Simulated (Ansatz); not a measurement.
# Quasiparticle gap of CdWO4 (P2/c)

How far does one-shot GW move the LDA gap of CdWO4 (P2/c)?

Program: Ansatz 0.2.0. Level of theory: LDA, then G0W0 on it, plane waves, PAW. Results are calculated unless marked as measured.

**The experiments to reproduce.**

- Gap 4.15 eV: direct gap from absorption edge with Urbach fit; optical absorption; 300 K; bulk crystal (thin cleaved platelet of Czochralski crystal, 10-30 um thick) (“Optical absorption of divalent metal tungstates: Correlation between the band-gap energy and the cation ionic radius”, 2008, arxiv:0807.2115).

Most raw output is cut from this account.

In doubt: masses and optical values from hybrid runs of this build are listed as unsure (in some of the runs), which bears on the screening that GW takes from such a start.

## Step 1: The structure

Symmetry: P2/c, No. 13, monoclinic system. Conventional cell: a = 5.040 Å, b = 5.870 Å, c = 5.084 Å, α = 90.00°, β = 91.48°, γ = 90.00°. Nearest to Cd lie 6 O at 2.20 to 2.43 Å. Nearest to W lie 6 O at 1.78 to 2.15 Å. Nearest to O lie 2 W at 1.92 to 2.15 Å and 1 Cd at 2.20 Å. Nearest to O lie 1 W at 1.78 Å and 2 Cd at 2.28 to 2.43 Å. Farther neighbours and most contacts between anions are not listed.

The cell and positions come from the Crystallography Open Database and are kept as given unless a step says otherwise. Spin-orbit coupling is left out unless a step names it. The default PAW set here is soft_2. Its files were made with PBE.

## Step 2: The LDA band structure

Levels along a band path and on the mesh show where this functional puts the band edges.

This step: DFT, LDA, plane waves, PAW.

File input.yaml:

```yaml
crystal:
  lattice:
    - [5.04, 0.0, 0.0]
    - [0.0, 5.8701, 0.0]
    - [-0.1309573182, 0.0, 5.0824131071]
  atoms:
    - { symbol: Cd, position: [0.5, 0.69729, 0.25] }
    - { symbol: Cd, position: [0.5, 0.30271, 0.75] }
    - { symbol: W, position: [0.0, 0.17855, 0.25] }
    - { symbol: W, position: [0.0, 0.82145, 0.75] }
    - { symbol: O, position: [0.2018, 0.0955, 0.9504] }
    - { symbol: O, position: [0.7982, 0.0955, 0.5496] }
    - { symbol: O, position: [0.7982, 0.9045, 0.0496] }
    - { symbol: O, position: [0.2018, 0.9045, 0.4504] }
    - { symbol: O, position: [0.242, 0.3703, 0.3839] }
    - { symbol: O, position: [0.758, 0.3703, 0.1161] }
    - { symbol: O, position: [0.758, 0.6297, 0.6161] }
    - { symbol: O, position: [0.242, 0.6297, 0.8839] }
kpoints:
  mp_grid: { grid: [6, 4, 6] }
  band_path:
    path:
      - [0.0, 0.0, 0.0]
      - [0.0, 0.5, 0.0]
      - [0.0, 0.5, 0.5]
      - [0.0, 0.0, 0.5]
      - [0.0, 0.0, 0.0]
      - [-0.5, 0.0, 0.5]
      - [-0.5, 0.5, 0.5]
      - [0.0, 0.5, 0.0]
      - [-0.5, 0.5, 0.0]
      - [-0.5, 0.0, 0.0]
      - [0.0, 0.0, 0.0]
    npoints: 10
hamiltonian:
  xc: lda
scf:
  occupations: { method: fermi_dirac, width: 0.02 }
  n_extra_bands: 8
output:
  eigenvalues: true
  forces: true
  stress: true
```

The run is started by

```console
> ansatz run input.yaml --threads 24 --pin off --max-ram 82944MiB --backend cuda --events-out ev --progress --plain --runs-dir out --devices 1 --max-vram 78GiB
```

The job ended after 2.9 s (1 × NVIDIA GB200 (shared by 2 runs) with 24 threads of Arm Neoverse V2, shared host; peak memory 1 GiB; 12 s of CPU time).

Numbers from this step:

* pressure: -5.806 GPa
* filled bands: 58
* gap: 2.953 eV
* valence top at: k = (0.167, -0.500, -0.500)
* conduction bottom at: k = (0.000, -0.500, 0.167)
* least direct gap: 2.975 eV

Over mesh and path the gap is 2.953 eV, from k = (0.167, -0.500, -0.500) to k = (0.000, -0.500, 0.167). The least direct gap found is 2.975 eV, at k = (0.000, 0.500, 0.000). The pressure in this cell is -6 GPa; the cell is kept.

Electronic bands along the path, in eV, zero at the top of the highest nominally filled band:

| point | band 55 | band 56 | band 57 | band 58 | band 59 | band 60 | band 61 | band 62 |
| --- | --- | --- | --- | --- | --- | --- | --- | --- |
| Γ | -0.65 | -0.53 | -0.32 | -0.27 | 3.36 | 3.81 | 3.82 | 3.97 |
| halfway | -0.69 | -0.64 | -0.50 | -0.11 | 3.14 | 3.60 | 4.07 | 4.07 |
| Z | -0.81 | -0.71 | -0.58 | -0.01 | 2.97 | 3.86 | 3.86 | 4.19 |
| halfway | -0.73 | -0.66 | -0.50 | -0.08 | 2.98 | 3.90 | 3.95 | 4.24 |
| D | -0.65 | -0.65 | -0.14 | -0.14 | 3.36 | 3.36 | 4.05 | 4.05 |
| halfway | -0.58 | -0.58 | -0.14 | -0.14 | 3.36 | 3.36 | 4.06 | 4.06 |
| B | -0.56 | -0.56 | -0.13 | -0.13 | 3.39 | 3.39 | 3.87 | 3.87 |
| halfway | -0.69 | -0.47 | -0.28 | -0.06 | 3.38 | 3.48 | 3.77 | 3.78 |
| Γ | -0.65 | -0.53 | -0.32 | -0.27 | 3.36 | 3.81 | 3.82 | 3.97 |
| halfway | -0.68 | -0.47 | -0.40 | -0.11 | 3.33 | 3.35 | 3.87 | 4.07 |
| A | -0.46 | -0.46 | -0.22 | -0.22 | 3.58 | 3.58 | 4.20 | 4.20 |
| halfway | -0.64 | -0.64 | -0.33 | -0.33 | 3.64 | 3.64 | 4.06 | 4.06 |
| E | -0.85 | -0.85 | -0.45 | -0.45 | 3.69 | 3.69 | 3.93 | 3.93 |
| halfway | -0.73 | -0.70 | -0.44 | -0.38 | 3.04 | 3.66 | 4.05 | 4.16 |
| Z | -0.81 | -0.71 | -0.58 | -0.01 | 2.97 | 3.86 | 3.86 | 4.19 |
| halfway | -0.79 | -0.69 | -0.38 | -0.28 | 3.19 | 3.84 | 3.98 | 4.30 |
| C2 | -0.74 | -0.59 | -0.59 | -0.40 | 3.39 | 3.88 | 3.91 | 4.11 |
| halfway | -0.62 | -0.54 | -0.42 | -0.31 | 3.47 | 3.81 | 3.85 | 4.18 |
| Y2 | -0.54 | -0.27 | -0.25 | -0.23 | 3.60 | 3.77 | 3.79 | 4.04 |
| halfway | -0.63 | -0.59 | -0.32 | -0.27 | 3.54 | 3.72 | 3.82 | 3.90 |
| Γ | -0.65 | -0.53 | -0.32 | -0.27 | 3.36 | 3.81 | 3.82 | 3.97 |

## Step 3: The quasiparticle correction

G0W0 replaces the xc potential by a self-energy built once from the orbitals of the start. Levels are corrected in the window of bands that the input names, at points of the mesh.

This step: G0W0 on LDA, plane waves, PAW.

input.yaml, the sections that differ from step 2:

```yaml
kpoints:
  mp_grid: { grid: [4, 2, 4] }
scf:
  occupations: { method: fixed }
gw:
  n_empty_bands: 691
  ecut_chi: 160.0
  qp_bands: [v4, c4]
  qp_kpoints: band_edges
  screening: { model: contour_deformation }
# crystal, hamiltonian: as in step 2
# output: removed
```

Wall time 39 s (1 × NVIDIA GB200 (shared by 2 runs) with 24 threads); peak memory 3.6 GiB.

Numbers from this step:

| Property | Result |
| --- | --- |
| bands summed | 749 |
| RPA ε∞ on this mesh (eigenvalues) | 4.687, 5.022, 5.229 |
| plane waves in the screening matrix | 685 |
| q-points in the mesh | 32 |
| G0W0 gap over the corrected points | 4.491 eV |
| k of the valence top | 0, -0.5, 0 |
| k of the conduction bottom | 0, -0.5, 0 |
| starting gap on the mesh | 2.974 eV |
| Z at the valence top | 0.7445 |
| Z at the conduction bottom | 0.7856 |
| least direct G0W0 gap over the corrected points | 4.491 eV |

Over all 20 irreducible mesh points the G0W0 gap is 4.491 eV, direct, at k = (0.000, -0.500, 0.000). The LDA gap of this run on the mesh is 2.974 eV. The two states that bound the G0W0 gap lie that far apart at the start, so the correction of the gap is 4.491 − 2.974 = +1.517 eV. The start of this run differs from the step before in mesh (6×4×6 and 4×2×4).

Labels follow the order of the start: v1 is the top filled band, c1 the lowest empty one; levels that stay degenerate share a row, the window can cut a multiplet, doubted levels are not marked in this list, bands outside the window were not corrected, and the list may be a part of the corrected levels. Levels before and after the correction, in eV, zero at the valence-band top of each column:

|  | conduction bottom | valence top |
| --- | --- | --- |
| Kohn-Sham | 2.97 | 0.00 |
| G0W0 | 4.49 | 0.00 |

|  | level | occupation | energy (eV) |
| --- | --- | --- | --- |
| Kohn-Sham | (0 -0.5 0) v4 | 2 | -0.807 |
| Kohn-Sham | (0 -0.5 0) v3 | 2 | -0.703 |
| Kohn-Sham | (0 -0.5 0) v2 | 2 | -0.577 |
| Kohn-Sham | (0 -0.5 0) v1 | 2 | 0.000 |
| Kohn-Sham | (0 -0.5 0) c1 | 0 | 2.974 |
| Kohn-Sham | (0 -0.5 0) c2 | 0 | 3.865 |
| Kohn-Sham | (0 -0.5 0) c3 | 0 | 3.867 |
| Kohn-Sham | (0 -0.5 0) c4 | 0 | 4.200 |
| G0W0 | (0 -0.5 0) v4 | 2 | -0.869 |
| G0W0 | (0 -0.5 0) v3 | 2 | -0.767 |
| G0W0 | (0 -0.5 0) v2 | 2 | -0.618 |
| G0W0 | (0 -0.5 0) v1 | 2 | 0.000 |
| G0W0 | (0 -0.5 0) c1 | 0 | 4.491 |
| G0W0 | (0 -0.5 0) c2 | 0 | 5.388 |
| G0W0 | (0 -0.5 0) c3 | 0 | 5.498 |
| G0W0 | (0 -0.5 0) c4 | 0 | 5.818 |

The parts of the quasiparticle energy for the two states that bound the G0W0 gap, in eV on the run's own scale (QP = start + Σx + Σc − Vxc, with Σc at the quasiparticle energy):

| edge | k | band | start | Σx | Σc | Vxc | Z | QP |
| --- | --- | --- | --- | --- | --- | --- | --- | --- |
| valence top | (0.000, -0.500, 0.000) | 58 | 8.723 | −27.497 | 4.287 | −22.755 | 0.745 | 8.268 |
| conduction bottom | (0.000, -0.500, 0.000) | 59 | 11.697 | −15.095 | −4.563 | −20.720 | 0.786 | 12.758 |

## Step 4: Spin-orbit coupling in LDA

This run has two-component orbitals with spin-orbit coupling.

This step: DFT, LDA with spin-orbit coupling, plane waves, PAW.

input.yaml, the sections that differ from step 3:

```yaml
kpoints:
  mp_grid: { grid: [6, 4, 6] }
  band_path:
    path:
      - [0.0, 0.0, 0.0]
      - [0.0, 0.5, 0.0]
      - [0.0, 0.5, 0.5]
      - [0.0, 0.0, 0.5]
      - [-0.5, 0.0, 0.5]
      - [-0.5, 0.5, 0.5]
      - [-0.5, 0.5, 0.0]
      - [-0.5, 0.0, 0.0]
      - [0.1666666667, -0.5, -0.5]
      - [0.0, -0.5, 0.1666666667]
    npoints: 1
scf:
  occupations: { method: fixed }
  n_extra_bands: 16
magnetization:
  noncollinear: true
  spin_orbit: true
output:
  eigenvalues: true
  forces: true
  stress: true
# crystal, hamiltonian: as in step 3
# gw: removed
```

The job ended after 5.7 s (1 × NVIDIA GB200 (shared by 2 runs) with 24 threads; peak memory 1.4 GiB; 67 s of CPU time).

This step gave:

| Quantity | Value |
| --- | --- |
| pressure | -6.012 GPa |
| gap | 2.933 eV |
| valence top at | k = (0.167, -0.500, -0.500) |
| conduction bottom at | k = (0.000, -0.500, 0.167) |
| least direct gap | 2.959 eV |

Over mesh and listed points the gap is 2.933 eV, from k = (0.167, -0.500, -0.500) to k = (0.000, -0.500, 0.167). The least direct gap found is 2.959 eV, at k = (0.000, 0.500, 0.000). The pressure in this cell is -6 GPa; the cell is kept. LDA+SOC against LDA: 2.933 − 2.953 = −0.020 eV, with the same mesh, set of files (read in its fully relativistic form for the spin-orbit run) and cutoff, and both edges at the same k points. The spin-orbit run sees mesh and listed points alone, so its gap is an upper bound: the coupling can move an edge off these points, and the change over the zone, its sign included where it is small, is not known.

## Step 5: The runs together

Each gap is the least one over the points named; times are wall times on shared hosts, not benchmarks. A G0W0 time includes the run's own self-consistent start. Runs with listed points see these and the mesh alone, so an edge that moves elsewhere is missed. Rows marked * are further runs, not shown as steps, whose inputs differ from the G0W0 step on the same start in the columns given; solver thresholds can differ too.

| level | mesh | files, cutoff | bands summed, screening | points | gap (eV) | valence top | conduction bottom | least direct gap (eV) | time |
| --- | --- | --- | --- | --- | --- | --- | --- | --- | --- |
| LDA | 6×4×6 | soft_2 PAW, 420 eV | - | mesh and path | 2.953 | (0.167, -0.500, -0.500) | (0.000, -0.500, 0.167) | 2.975 | 2.9 s |
| LDA+SOC | 6×4×6 | soft_2 PAW, 420 eV | - | mesh and listed points | 2.933 | (0.167, -0.500, -0.500) | (0.000, -0.500, 0.167) | 2.959 | 5.7 s |
| G0W0@LDA* | 4×2×4 | soft_2 PAW, 420 eV | 171, 48 eV | all 20 irreducible mesh points | 4.657 | (0.000, -0.500, 0.000) | (0.000, -0.500, 0.000) | 4.657 | 8.2 s |
| G0W0@LDA* | 4×2×4 | soft_2 PAW, 420 eV | 379, 96 eV | all 20 irreducible mesh points | 4.449 | (0.000, -0.500, 0.000) | (0.000, -0.500, 0.000) | 4.449 | 9.6 s |
| G0W0@LDA | 4×2×4 | soft_2 PAW, 420 eV | 749, 160 eV | all 20 irreducible mesh points | 4.491 | (0.000, -0.500, 0.000) | (0.000, -0.500, 0.000) | 4.491 | 39 s |
| G0W0@LDA* | 2×2×2 | soft_2 PAW, 420 eV | 379, 96 eV | all 8 irreducible mesh points | 4.473 | (0.000, -0.500, 0.000) | (0.000, -0.500, 0.000) | 4.473 | 2.6 s |
| G0W0@LDA* | 4×2×4 | soft_2 PAW, 420 eV | 379, 96 eV, plasmon pole | all 20 irreducible mesh points | 4.487 | (0.000, -0.500, 0.000) | (0.000, -0.500, 0.000) | 4.487 | 15 s |

Computed less measured, in eV, for the reports listed at the start; nothing is added to the computed values:

| row | computed (eV) | 4.15 eV (2008) |
| --- | --- | --- |
| LDA, gap | 2.953 | −1.197 |
| LDA+SOC, gap | 2.933 | −1.217 |
| G0W0@LDA, gap | 4.491 | +0.341 |

## Step 6: Summary of results

* LDA gap over mesh and path: 2.953 eV, from k = (0.167, -0.500, -0.500) to k = (0.000, -0.500, 0.167)
* G0W0@LDA gap over all 20 irreducible mesh points: 4.491 eV, direct, at k = (0.000, -0.500, 0.000)
* LDA+SOC gap over mesh and listed points: 2.933 eV
* GW settings: 4×2×4 mesh, 691 empty bands, screening to 160 eV
* known limits: finite bands, screening cutoff and k mesh; no spin-orbit coupling in G0W0; d shells not analysed

**Reading.** Over all 20 irreducible mesh points the G0W0 gap is 4.491 eV, direct, at k = (0.000, -0.500, 0.000). The LDA gap of this run on the mesh is 2.974 eV. The two states that bound the G0W0 gap lie that far apart at the start, so the correction of the gap is 4.491 − 2.974 = +1.517 eV. The valence state moves by 8.268 − 8.723 = −0.455 eV and the conduction state by 12.758 − 11.697 = +1.061 eV, on the run's own scale; with 171 bands the edge states move by +0.001 and +1.683 eV, so the split between the edges depends on the bands and cutoff. Over mesh and path, LDA puts the valence top at k = (0.167, -0.500, -0.500) and conduction bottom at k = (0.000, -0.500, 0.167), where no G0W0 correction was computed. The G0W0 gap over the whole zone is therefore not known from this run; at its settings it can only be equal to or under the 4.491 eV found, and no correction is carried over from another point. For the start itself the gap is 2.953 eV over mesh and path and 2.974 eV on the mesh of the G0W0 run, in runs that differ in mesh (6×4×6 and 4×2×4). From 171 bands and 48 eV to 749 bands and 160 eV the gap moves by 4.491 − 4.657 = −0.166 eV (rung by rung 4.657, 4.449, 4.491 eV); bands and screening cutoff rise together, so their parts are not told apart. The gap turns back along the series (4.657, 4.449, 4.491 eV), so no line is drawn and the limit is not known. With the 2×2×2 mesh in place of the 4×2×4 mesh and all else as in the G0W0@LDA row with 379 bands, the gap differs by 4.473 − 4.449 = +0.024 eV, and that of the start by 2.974 − 2.974 = +0.000 eV. With the plasmon pole model in place of the contour deformation model and all else as in the G0W0@LDA row with 379 bands, the gap differs by 4.487 − 4.449 = +0.038 eV. G0W0 on other starts in this series, not shown as steps and not all at these settings: 4.979 eV on HSE06 (4×2×4, soft_2 PAW, 379 bands, 96 eV). LDA+SOC against LDA: 2.933 − 2.953 = −0.020 eV, with the same mesh, set of files (read in its fully relativistic form for the spin-orbit run) and cutoff, and both edges at the same k points. The spin-orbit run sees mesh and listed points alone, so its gap is an upper bound: the coupling can move an edge off these points, and the change over the zone, its sign included where it is small, is not known. What spin-orbit coupling does to the G0W0 levels was not computed, so no sum with the G0W0 gap is formed. Against experiment, G0W0@LDA at 4.491 eV lies +0.341 eV from 4.15 eV (2008). The differences hold parts that these runs do not separate: finite bands, cutoffs and mesh, points of the zone that were not corrected, the start of G0W0, spin-orbit coupling missing from it, static nuclei, no electron-hole attraction, and what each experiment reads as the gap. How much each gives is not known from the steps shown. The G0W0 runs are scalar-relativistic. One-shot GW is known to converge slowly in bands for compounds with shallow d shells. The cell holds Cd; the filling of the d shell and its place against the gap were not analysed here. G0W0 is shown with one set of atomic data (soft_2 PAW), so the error from the files is not known here.

[Paths, hosts, dates, memory and timing lines, banners, echoed tables and standing remarks are left out of the program output.]

[Logs are printed without paths, hosts, clocks, repeated set-up lines and the standing remarks that a program may print on its own settings, such as how far it seeks lower states.]

[Runs of the session that timed out or met a known fault of the program may be left out.]

[Cells called generated may have been cut or substituted from an entry of the Crystallography Open Database or the Materials Project.]

[Hosts, paths, dates, database ids (printed as entryN), source tags and the programs' standing remarks are cut or masked in the printed files.]

[Where an RPA ε∞ is given, it is that of the G0W0 mesh and is not shown converged in it. Names of k-points follow the symmetry that the program found, which can be lower than the space group named. Band edges on a path are those of the sampled points; other points can move an edge, and change direct to indirect where valleys lie close.]

[Hybrid gaps are those of their k-mesh and are not shown converged in it.]
